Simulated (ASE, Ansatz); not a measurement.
## Convergence of a linear-scaling basis for (19,19) 1T-TiS2 nanotube (342 atoms)

Aim: test how closely localised support functions follow the reference on (19,19) 1T-TiS2 nanotube (342 atoms), and at what cost. A setting counts as converged where the r.m.s. difference of forces stays under 1 % of the r.m.s. force.

Main program and level: Ansatz 0.2.0; Kohn-Sham DFT, PBE+D3(BJ), PAW (set soft_2), plane waves.

**1. Starting point**

The cell holds 342 atoms: 114 Ti and 228 S. Cell: a = 50.522 Å, b = 50.566 Å, c = 10.230 Å, α = 90.0°, β = 90.0°, γ = 90.0°. It derives from TiS2 (1T-TiS2). 1T-TiS2 sheet (a = 3.41 Å) rolled into a (19,19) tube of diameter 35.72 Å, 3 periods, 12 Å of vacuum; not relaxed, displaced by a Gaussian of 0.02 Å. Vacuum lies along a and b. The structure repeats along c.

Before any run, some limits are plain. Beside vacuum, support functions can miss their usual error bounds without a warning. The main run has no spin polarisation, so moments on Ti can't form in it, and no Hubbard term. Sampling is at Γ alone, for a cell whose periodic width is 10 Å.

**2. Plane-wave single point**

This run is the reference for what follows, at a cutoff of 420 eV.

File input.yaml:

```yaml
crystal:
  lattice:
    - [50.52202, 0.0, 0.0]
    - [0.0, 50.56595, 0.0]
    - [0.0, 0.0, 10.23]
  atoms:
    - { symbol: Ti, position: [0.85374, 0.49904, 0.9955] }
    - { symbol: S, position: [0.88135, 0.52097, 0.16195] }
    - { symbol: S, position: [0.82308, 0.53622, 0.9979] }
    - { symbol: Ti, position: [0.84914, 0.55786, 0.1729] }
    - { symbol: S, position: [0.87248, 0.58295, 0.99621] }
    - { symbol: S, position: [0.81336, 0.58881, 0.1681] }
    - { symbol: Ti, position: [0.8345, 0.61524, 0.33524] }
    - { symbol: S, position: [0.85351, 0.64391, 0.1703] }
    - { symbol: S, position: [0.79444, 0.6386, 0.00316] }
    - { symbol: Ti, position: [0.81107, 0.66854, 0.16615] }
    - { symbol: S, position: [0.82505, 0.69938, 0.33424] }
    - { symbol: S, position: [0.7675, 0.68604, 0.16648] }
    - { symbol: Ti, position: [0.7796, 0.71725, 0.33325] }
    - { symbol: S, position: [0.78752, 0.75039, 0.16761] }
    - { symbol: S, position: [0.73271, 0.72652, 0.9995] }
    - { symbol: Ti, position: [0.73893, 0.75975, 0.16921] }
    - { symbol: S, position: [0.74245, 0.79378, 0.33447] }
    - { symbol: S, position: [0.69324, 0.76175, 0.16841] }
    - { symbol: Ti, position: [0.69354, 0.79604, 0.33614] }
    - { symbol: S, position: [0.69097, 0.83039, 0.16877] }
    - { symbol: S, position: [0.64682, 0.79043, 0.33393] }
    - { symbol: Ti, position: [0.64216, 0.82357, 0.16759] }
    - { symbol: S, position: [0.63392, 0.85644, 0.99887] }
    - { symbol: S, position: [0.59673, 0.81027, 0.16554] }
    - { symbol: Ti, position: [0.58649, 0.84193, 0.33335] }
    - { symbol: S, position: [0.57242, 0.87448, 0.16596] }
    - { symbol: S, position: [0.54458, 0.821, 0.33391] }
    - { symbol: Ti, position: [0.52956, 0.85261, 0.1676] }
    - { symbol: S, position: [0.51087, 0.88196, 0.00071] }
    - { symbol: S, position: [0.49063, 0.82424, 0.16807] }
    - { symbol: Ti, position: [0.47121, 0.85243, 0.329] }
    - { symbol: S, position: [0.44732, 0.87731, 0.16827] }
    [... 304 atom lines left out ...]
    - { symbol: Ti, position: [0.83463, 0.38568, 0.00199] }
    - { symbol: S, position: [0.86719, 0.39543, 0.83379] }
    - { symbol: S, position: [0.81746, 0.42963, 0.00145] }
    - { symbol: Ti, position: [0.84878, 0.44276, 0.83458] }
    - { symbol: S, position: [0.87946, 0.45874, 0.66639] }
    - { symbol: S, position: [0.8245, 0.48311, 0.83494] }
kpoints:
  mp_grid: { grid: [1, 1, 1] }
hamiltonian:
  xc: pbe
  dispersion: d3bj
scf:
  occupations: { method: fermi_dirac, width: 0.025 }
output:
  forces: true
  populations: true
  dos:
    method: { smearing: { sigma: 0.15 } }
    de: 0.1
    projected: { site_lists: { S: [S], Ti: [Ti] } }
  eigenvalues: true
```

Command:

```bash
ansatz run input.yaml --threads 32 --pin off --max-ram 143360MiB --backend cuda --events-out ev --progress --plain --runs-dir out
```

Output:

```text
Engine: ansatz 0.2.0, aarch64-unknown-linux-gnu
Pseudopotentials: kind: paw
Pseudopotential: Ti, paw, valence charge 12, recommended cutoff 420 eV (normal), Ti.paw.azcp
Pseudopotential: S, paw, valence charge 6, recommended cutoff 420 eV (normal), S.paw.azcp
[... 5 lines on functional and potentials left out ...]
device memory: the entry about to start is reckoned to put 96.4 GiB on a device that reports 182.5 GiB free
GPU FFT provider: cuFFT
GPU libraries: cuBLAS 13.8.1, cuFFT 12.4.0, cuSOLVER 12.3.2
GPU matrix products: emulated (plane waves: as basis.precision tells), large ones in fixed point in workspaces of 1.00 GiB
Crystal: 342 atoms, lattice volume = 26134.519 Å³
Basis set: ecut = 420 eV, 510571 PW (Γ), exchange–correlation on 720×720×144 points (8 copies of the dense FFT grid, shifted against one another)
Bands: 1710, of which v1, the nominal top of the filled ones, is band 1368 counted from 1 (1367 counted from 0)
Symmetry: 1 space group operations
Space group: P1 (ITA 1), of the structure as read, at distance tolerance 3.0e-4 Å
k-points: 1
[... 5 lines on functional and potentials left out ...]
Initial density: superposition of atomic densities (neutral atoms: chi_scale 0, normalization atom), corrected by the library's trained network
Initial wavefunctions: pseudopotential atomic-orbital guess
GPU buffer pool allocated for 9331200 grid points (all kernels)
GPU transforms: local potential and band sums: pruned to the plane-wave sphere, on 360×360×72
GPU projectors: on the FFT box's points about the atoms, with room for 2297100 of them (16 bands a pass); a geometry past the room, sums that fail their trial, or a want of GPU memory keeps the tables, and a block in half precision can take them where they are the faster
Functional: x = pbe(κ = 0.804, μ = 0.219515), c = pbe(β = 0.066725)
SCF iter   1: F=—  HF=-491151.982658 eV  |F-HF|=—  |Δ(HF+E_count)|=         —  Δρ=2.54e-3  dr2=3.54e0  ethr=1.77e-3  ⟨swp⟩=6.0  Hψ=6881  notcnv=0  defer=194
preconditioner: auto → LDOS  [metal: Δε(μ)=0.048 eV  Ē_g=6.468 eV  σ=0.025 eV  W_gap=0.41  n_scr=2850 (ndim 8)  ℏωp=9.8 eV  f_vac=0.712  D(μ)=80.89/eV (n_scr^D=186)  β→1.0]
SCF iter   2: F=—  HF=-491152.669887 eV  |F-HF|=—  |Δ(HF+E_count)|=   6.87e-1  Δρ=4.05e-3  dr2=1.17e1  ethr=1.29e-4  ⟨swp⟩=3.0  Hψ=2848  notcnv=0  defer=233
SCF iter   3: F=—  HF=-491151.734039 eV  |F-HF|=—  |Δ(HF+E_count)|=   9.36e-1  Δρ=1.02e-3  dr2=5.85e-1  ethr=1.29e-4  ⟨swp⟩=6.0  Hψ=2361  notcnv=0  defer=233
SCF iter   4: F=—  HF=-491151.665660 eV  |F-HF|=—  |Δ(HF+E_count)|=   6.84e-2  Δρ=1.67e-4  dr2=3.21e-2  ethr=2.14e-5  ⟨swp⟩=2.0  Hψ=2988  notcnv=0  defer=233
SCF iter   5: F=—  HF=-491151.672428 eV  |F-HF|=—  |Δ(HF+E_count)|=   6.77e-3  Δρ=5.70e-5  dr2=2.62e-3  ethr=1.17e-6  ⟨swp⟩=2.0  Hψ=2136  notcnv=0  defer=233
SCF iter   6: F=—  HF=-491151.665031 eV  |F-HF|=—  |Δ(HF+E_count)|=   7.40e-3  Δρ=2.08e-5  dr2=3.01e-4  ethr=9.59e-8  ⟨swp⟩=2.0  Hψ=2165  notcnv=0  defer=233
SCF iter   7: F=—  HF=-491151.675568 eV  |F-HF|=—  |Δ(HF+E_count)|=   1.05e-2  Δρ=1.03e-5  dr2=6.04e-5  ethr=1.10e-8  ⟨swp⟩=2.0  Hψ=2151  notcnv=0  defer=233
SCF iter   8: F=—  HF=-491151.682156 eV  |F-HF|=—  |Δ(HF+E_count)|=   6.59e-3  Δρ=5.11e-6  dr2=2.34e-5  ethr=2.21e-9  ⟨swp⟩=2.0  Hψ=2741  notcnv=0  defer=233
SCF iter   9: F=—  HF=-491151.682168 eV  |F-HF|=—  |Δ(HF+E_count)|=   1.22e-5  Δρ=2.74e-6  dr2=5.74e-6  ethr=8.56e-10  ⟨swp⟩=2.0  Hψ=1840  notcnv=0  defer=233
SCF iter  10: F=—  HF=-491151.682174 eV  |F-HF|=—  |Δ(HF+E_count)|=   6.41e-6  Δρ=1.07e-6  dr2=7.35e-7  ethr=2.10e-10  ⟨swp⟩=2.0  Hψ=2177  notcnv=0  defer=233
SCF iter  11: F=—  HF=-491151.682176 eV  |F-HF|=—  |Δ(HF+E_count)|=   1.76e-6  Δρ=4.76e-7  dr2=1.43e-7  ethr=2.69e-11  ⟨swp⟩=2.0  Hψ=2412  notcnv=0  defer=233
SCF iter  12: F=-491151.682177 eV  HF=-491151.682177 eV  |F-HF|=3.48e-7  |Δ(HF+E_count)|=   6.47e-7  Δρ=2.48e-7  dr2=4.19e-8  ethr=3.65e-12  ⟨swp⟩=10.0  Hψ=5837  notcnv=0
SCF 1 converged in 12 iterations: F = -491151.682177 eV  dr2 = 4.19e-8
  greatest PAW one-centre occupation: 0.999 electrons in one spin orbital (limit 2), on the Ti atom at site 222 (counted from 0), in its partial waves of l = 0
SCF converged after 12 iterations
Free energy (F): -491151.682177 eV
Harris-Foulkes:  -491151.682177 eV  (|F-HF|=3.48e-7)
Internal energy: -491151.418569 eV  (E = F + TS)
E sigma→0 (E₀):  -491151.550373 eV
Entropy (-TS):   -0.263607 eV (-0.771 meV/atom)
Fermi energy:    -2.356095 eV
--- Per-component energies (eV) ---
  E_band       = -52283.647367
  E_kinetic    = 55297.526390
  E_local      = -2008711.359602  (includes V_loc(G=0)·N_el)
  E_nonlocal   = 7153.715531
  E_hartree    = 974116.452206
  E_xc         = -33312.683823
  E_vxc        = -33908.129907  (∫ρ·V_xc dr)
  E_paw        = -256134.823875  (= ΣΔE_a)
  E_vpaw       = -20348.286030  (= ΣTr[D̂ρ^β])
  E_aug_tail   = 0.014741  (compensation charges beyond the density's cutoff)
  E_ewald      = 770532.951946
  E_disp       = -93.212083  (pairwise vdW)
  E_smearing   = -0.263607  (= −TS)
  E_closure    = -0.000000  (closes the sum)
  Σ components = -491151.682177   (vs F -491151.682177, Δ=0.00e0)
--- Forces (eV/Å), atoms counted from 1 ---
[... 342 lines of forces left out ...]
  max |Σ_I F_I| component: 2.59e-5 eV/Å
--- Band table (eV) ---
[... left out ...]
--- Löwdin populations: 342 sites ---
  site symbol       q [e]
[... 342 lines, one an atom, left out ...]
  spilling = 0.006459 (of n_electrons = 2736.000000)
```

It took 21 s on 1 × NVIDIA GB200 with 32 threads of Arm Neoverse V2, shared host; peak memory 10 GiB.

Reading the cycles: dr2 is the Hartree energy of the density residual (eV), the measure of convergence; HF is the Harris–Foulkes estimate of the energy, which meets the free energy F at convergence.

That memory is the host's; the program planned up to 96.4 GiB on the GPU. Forces of this run were stored rounded, and per-atom blocks of the log weren't kept.

Numbers from this run:

* free energy: -491151.6822 eV
* free energy per atom: -1436.1160 eV/atom
* SCF cycles: 12
* r.m.s. force component: 0.3408 eV/Å
* longest force: 1.178 eV/Å
* Fermi energy: -2.356 eV
* levels partly filled by over 2 per cent: 11
* spilling of the projection: 0.006459

Length of the force by element and coordination:

| element | coordination | atoms | mean length of the force (eV/Å) | spread | least | most |
| --- | --- | --- | --- | --- | --- | --- |
| S | all | 228 | 0.458 | 0.197 | 0.0312 | 1.01 |
| Ti | all | 114 | 0.717 | 0.19 | 0.0731 | 1.18 |

Löwdin charges by element and coordination (they lack the spilled electrons, 0.052 e an atom on average):

| element | coordination | atoms | mean charge (e) | spread | least | most |
| --- | --- | --- | --- | --- | --- | --- |
| S | all | 228 | -0.319 | 0.0352 | -0.372 | -0.252 |
| Ti | all | 114 | 0.793 | 0.0075 | 0.774 | 0.811 |

Density of states as counts of states in windows of 1 eV (from the Fermi level), total and some projections:

| from (eV) | to (eV) | total | S p | Ti d | S s |
| --- | --- | --- | --- | --- | --- |
| -14 | -13 | 34.7 | 0.6 | 0.1 | 21.3 |
| -13 | -12 | 223.7 | 4.7 | 10.7 | 184.1 |
| -12 | -11 | 197.6 | 2.2 | 15.9 | 175.5 |
| -11 | -6 | 0.0 | 0.0 | 0.0 | 0.0 |
| -6 | -5 | 15.6 | 10.8 | 2.7 | 0.2 |
| -5 | -4 | 231.9 | 165.6 | 44.0 | 6.2 |
| -4 | -3 | 330.1 | 240.7 | 63.4 | 8.9 |
| -3 | -2 | 407.9 | 272.2 | 120.2 | 7.5 |
| -2 | -1 | 312.4 | 265.5 | 36.2 | 4.3 |
| -1 | 0 | 67.6 | 51.5 | 14.5 | 0.5 |
| 0 | 1 | 213.0 | 38.9 | 165.0 | 2.3 |

Not all projections were asked for or kept, so they needn't add up to the total.

The levels nearest the highest filled one (over half full), pooled over k-points and spins:

| level less the highest filled one (eV) | occupation |
| --- | --- |
| -0.152 | 2.00 |
| -0.0975 | 1.99 |
| -0.0904 | 1.98 |
| -0.0191 | 1.74 |
| -0.0163 | 1.71 |
| 0 | 1.51 |
| 0.037 | 0.822 |
| 0.0545 | 0.514 |
| 0.0604 | 0.429 |
| 0.0638 | 0.386 |
| 0.0694 | 0.321 |
| 0.0743 | 0.272 |

Mean Löwdin charges: S -0.32, Ti +0.79 e (they miss 0.65 % of the electrons, so they add up to more than the cell's charge). Just under the Fermi level the largest share is S p (68 % of the projected weight), just over it Ti d (75 % of the projected weight).

**3. Structure statistics**

Bonds and neighbours are counted at the geometry of the runs.

Normalised to the volume that the atoms fill. g(r), total and by pair (bins of 0.2 Å):

| r (Å) | total | S-S | S-Ti | Ti-Ti |
| --- | --- | --- | --- | --- |
| 2.30 | 3.35 | 0.00 | 7.55 | 0.00 |
| 2.50 | 9.89 | 0.00 | 22.27 | 0.00 |
| 2.70 | 0.00 | 0.00 | 0.00 | 0.00 |
| 2.90 | 0.00 | 0.00 | 0.00 | 0.00 |
| 3.10 | 1.13 | 2.54 | 0.00 | 0.00 |
| 3.30 | 3.58 | 5.17 | 0.00 | 11.50 |
| 3.50 | 7.39 | 11.97 | 0.00 | 18.85 |
| 3.70 | 1.32 | 2.97 | 0.00 | 0.00 |
| 3.90 | 0.15 | 0.00 | 0.34 | 0.00 |
| 4.10 | 2.41 | 0.00 | 5.42 | 0.00 |
| 4.30 | 1.92 | 0.00 | 4.32 | 0.00 |
| 4.50 | 0.00 | 0.00 | 0.00 | 0.00 |
| 4.70 | 0.04 | 0.09 | 0.00 | 0.00 |
| 4.90 | 1.62 | 3.65 | 0.00 | 0.00 |
| 5.10 | 0.36 | 0.00 | 0.81 | 0.00 |
| 5.30 | 2.57 | 0.41 | 5.36 | 0.00 |
| 5.50 | 2.87 | 0.59 | 5.86 | 0.00 |
| 5.70 | 0.57 | 1.16 | 0.12 | 0.00 |
| 5.90 | 3.74 | 5.87 | 0.00 | 10.16 |
| 6.10 | 0.61 | 1.37 | 0.00 | 0.00 |
| 6.30 | 0.70 | 1.58 | 0.00 | 0.00 |
| 6.50 | 0.26 | 0.58 | 0.00 | 0.00 |
| 6.70 | 0.51 | 0.33 | 0.00 | 3.26 |
| 6.90 | 1.44 | 0.94 | 1.21 | 4.36 |
| 7.10 | 0.84 | 0.46 | 1.44 | 0.00 |
| 7.30 | 1.63 | 0.67 | 3.00 | 0.00 |
| 7.50 | 0.89 | 0.79 | 1.22 | 0.00 |
| 7.70 | 1.18 | 2.25 | 0.42 | 0.00 |

Bonds by pair of elements; cutoffs follow the first minimum of g(r), held within bounds set by covalent radii, and pairs that aren't listed don't count as bonded:

| pair A-B | cutoff (Å) | bonds | mean length (Å) | spread (Å) | shortest (Å) | B about A | A about B |
| --- | --- | --- | --- | --- | --- | --- | --- |
| S-Ti | 3.1 | 684 | 2.43 | 0.045 | 2.31 | 3 | 6 |

How many atoms have how many bonded neighbours:

| element | mean | 3 | 6 |
| --- | --- | --- | --- |
| S | 3 | 228 | 0 |
| Ti | 6 | 0 | 114 |

Bond angles (no mean is given where the spread exceeds 20°):

| angle | count | mean (°) | spread (°) |
| --- | --- | --- | --- |
| S-Ti-S | 1710 | - | - |
| Ti-S-Ti | 684 | 89 | 1.7 |

Among the first-shell peaks of g(r) are those at about 3.48 Å (S-S), 2.43 Å (S-Ti) and 3.41 Å (Ti-Ti). With the cutoffs above, all S atoms have 3 and all Ti atoms have 6 bonded neighbours.

Local excerpt of 13 atoms (numbers count through the whole input) about Ti193, which bears the longest force; x, y, z are measured from there.

| atom | x | y | z | distance (Å) | bonds | Löwdin charge (e) | Fx | Fy | Fz (eV/Å) |
| --- | --- | --- | --- | --- | --- | --- | --- | --- | --- |
| Ti193 | 0.00 | 0.00 | 0.00 | 0.00 | 6 | 0.78 | -0.42 | -1.03 | -0.40 |
| S195 | 2.23 | 0.63 | 0.00 | 2.32 | 3 | -0.29 | 0.55 | 0.21 | 0.02 |
| S306 | -0.22 | 1.65 | 1.73 | 2.40 | 3 | -0.27 | -0.04 | 0.40 | 0.07 |
| S192 | -0.23 | 1.70 | -1.69 | 2.41 | 3 | -0.28 | 0.21 | 0.01 | 0.06 |
| S194 | 0.39 | -1.74 | -1.67 | 2.44 | 3 | -0.37 | 0.32 | 0.74 | -0.03 |
| S305 | -2.44 | -0.39 | 0.00 | 2.47 | 3 | -0.36 | 0.21 | 0.57 | 0.03 |
| S308 | 0.41 | -1.76 | 1.74 | 2.50 | 3 | -0.35 | 0.27 | 0.69 | 0.07 |
| Ti190 | -2.55 | 1.36 | -1.67 | 3.34 | 6 | 0.79 | -0.69 | -0.71 | 0.27 |
| Ti307 | 0.02 | -0.01 | 3.38 | 3.38 | 6 | 0.78 | -0.42 | -0.82 | -0.01 |
| Ti310 | 2.78 | -1.00 | 1.71 | 3.41 | 6 | 0.80 | -0.11 | -0.86 | 0.07 |
| Ti79 | 0.02 | -0.03 | -3.42 | 3.42 | 6 | 0.80 | -0.34 | -0.76 | -0.09 |
| Ti304 | -2.59 | 1.38 | 1.76 | 3.42 | 6 | 0.80 | -0.38 | -0.59 | 0.00 |
| Ti196 | 2.83 | -0.97 | -1.72 | 3.45 | 6 | 0.79 | -0.42 | -0.98 | 0.21 |

**4. Support functions medium**

With localised support functions most steps grow linearly with size, though the diagonalisation grows faster unless the density matrix is cut; this run measures error and cost at this size. The level medium gives here a grid of 240×240×48 points and a radius of 4.25 Å.

This step: Kohn-Sham DFT, PBE+D3(BJ), PAW (set soft_2), localised support functions (medium) (Ansatz 0.2.0).

input.yaml, the sections that differ from step 2:

```yaml
scf:
  occupations: { method: fermi_dirac, width: 0.025 }
  eigensolver: { kind: { support_functions: { accuracy: medium } } }
  mixing: { beta: 0.2 }
  max_iter: 150
output:
  forces: true
# crystal, kpoints, hamiltonian: as in step 2
```

Output:

```text
Warning: scf.eigensolver.kind.support_functions: disabling space-group detection — the functions' gradient is summed over unrotated k-points, so no spatial operation reduces the k-mesh or symmetrises the density; time reversal is kept, so that k and −k are solved as one point where they differ and the mesh holds both, and exact exchange and, on two spinor components, a DFT+U term hold to it where the run has them: [...]
settings of this run that can trade accuracy for cost: scf.eigensolver.kind.support_functions [...]
[...]
Crystal: 342 atoms, lattice volume = 26134.519 Å³
Basis set: ecut = 420 eV, 510571 PW (Γ), exchange–correlation on 720×720×144 points (8 copies of the dense FFT grid, shifted against one another)
Bands: 1642, of which v1, the nominal top of the filled ones, is band 1368 counted from 1 (1367 counted from 0)
[... 1 set-up line as in the run before ...]
k-points: 1
[...]
Eigensolver: Support functions (medium, 240×240×48 points, laid for a spacing of at most 0.228497 Å, radius 4.245467 Å, 953 sites without an atom, 1 species' potentials softened for the grid, 2 wholly corrected for its errors in the mean over positions, 2 with the egg-box correction, energy correction by stochastic trace)
[...]
SCF iter   1: F=—  HF=-491153.730852 eV  |F-HF|=—  |Δ(HF+E_count)|=         —  Δρ=3.32e-2  dr2=4.15e2  ethr=1.00e-1
[...]
SCF iter   2: F=—  HF=-491190.989793 eV  |F-HF|=—  |Δ(HF+E_count)|=    3.73e1  Δρ=2.11e-2  dr2=1.65e2  ethr=1.52e-2
[...]
SCF iter  76: F=—  HF=-491151.892787 eV  |F-HF|=—  |Δ(HF+E_count)|=   5.39e-5  Δρ=5.08e-6  dr2=3.88e-5  ethr=9.84e-10
[...]
SCF iter  82: F=—  HF=-491151.892781 eV  |F-HF|=—  |Δ(HF+E_count)|=   1.33e-6  Δρ=3.38e-6  dr2=3.92e-5  ethr=6.09e-10  κ⁻¹=3.0e-4(r=6)
SCF iter  83: F=-491151.892772 eV  HF=-491151.892778 eV  |F-HF|=5.34e-6  |Δ(HF+E_count)|=   3.40e-6  Δρ=1.41e-6  dr2=5.84e-6  ethr=6.09e-10
SCF 1 converged in 83 iterations: F = -491151.899002 eV  dr2 = 5.84e-6
[...]
SCF converged after 83 iterations
Stability not checked: this state was not tested for a lower state beside it, because the mixer in use, unlike msr1, does not test its closes by its own steps (another_mixer; see scf.mixing.algorithm and scf.lower_state_search)
Free energy (F): -491151.899002 eV
[...]
Internal energy: -491151.635357 eV  (E = F + TS)
E sigma→0 (E₀):  -491151.767180 eV
Entropy (-TS):   -0.263646 eV (-0.771 meV/atom)
Fermi energy:    -2.356350 eV
[...]
Σ components = -491151.899002   (vs F -491151.899002, Δ=0.00e0)
--- Forces (eV/Å), atoms counted from 1 ---
[... 342 lines of forces left out ...]
  max |Σ_I F_I| component: 2.79e-3 eV/Å
--- Band table (eV) ---
[... left out ...]
  guard bands above this table: 238 of the run's 1642 bands (output.publish_guard_bands: true publishes all)
```

Elapsed: 40 s, on 1 × NVIDIA GB200 with 32 threads; peak memory 4.9 GiB; 80 s of CPU time.

That memory is the host's.

The program notes that the band table was not solved further than the SCF left it and it switched symmetry off.

Keys that differ from the reference: support_functions.accuracy = "medium", scf.max_iter = 150 and scf.mixing.beta = 0.2.

Forces differ from the reference by 0.40 meV/Å r.m.s., 0.12 % of their size, well within a tolerance of 1 %; the energy by -0.63 meV/atom. It took roughly 1.8 times the reference's time (one timing each, with unlike analyses asked), in 83 cycles against 12.

**5. What each setting buys**

Differences are against the plane-wave reference (Kohn-Sham DFT, PBE+D3(BJ), PAW (set soft_2), plane waves), whose r.m.s. force component is 0.341 eV/Å. Energies are set beside the reference only for runs with its functional, potentials and electron count. Times are for 1 × NVIDIA GB200 with 32 threads of Arm Neoverse V2, shared host. The reference's time includes the DOS, which some other runs skip.

| run | Δ force, r.m.s. (meV/Å) | share of r.m.s. force (%) | Δ energy (meV/atom) | cycles | time | host memory (GiB) |
| --- | --- | --- | --- | --- | --- | --- |
| reference | - | - | - | 12 | 21 s | 10 |
| support functions medium | 0.401 | 0.118 | -0.634 | 83 | 40 s | 4.9 |

**6. Outcome**

- free energy per atom: -1436.1160 eV/atom
- r.m.s. force component: 0.3408 eV/Å
- wall time of the 2 DFT runs: 61 s

Against plane waves at 420 eV, the forces differ by 0.40 meV/Å (0.12 %) with support functions medium. At 342 atoms the run with support functions medium takes roughly 1.8 times the time of plane waves (whose run also made extra analyses), in 83 SCF cycles against 12. Differences between support functions and plane waves include what basis error the plane-wave run still has.

11 levels are partly filled, by over 2 % (at Γ alone): the run gives no sign of a gap. With the cutoffs above, all S atoms have 3 and all Ti atoms have 6 bonded neighbours.

Caveats: The geometry was built by rule, was displaced at random and isn't relaxed at this level: its force components are 0.34 eV/Å r.m.s.

[Long decimals in the printed logs are rounded to 6 places.]

[Logs are printed without paths, hosts, clocks, repeated set-up lines and the standing remarks that a program may print on its own settings, such as how far it seeks lower states.]

[Hosts, paths, dates, database ids (printed as entryN), source tags and the programs' standing remarks are cut or masked in the printed files.]
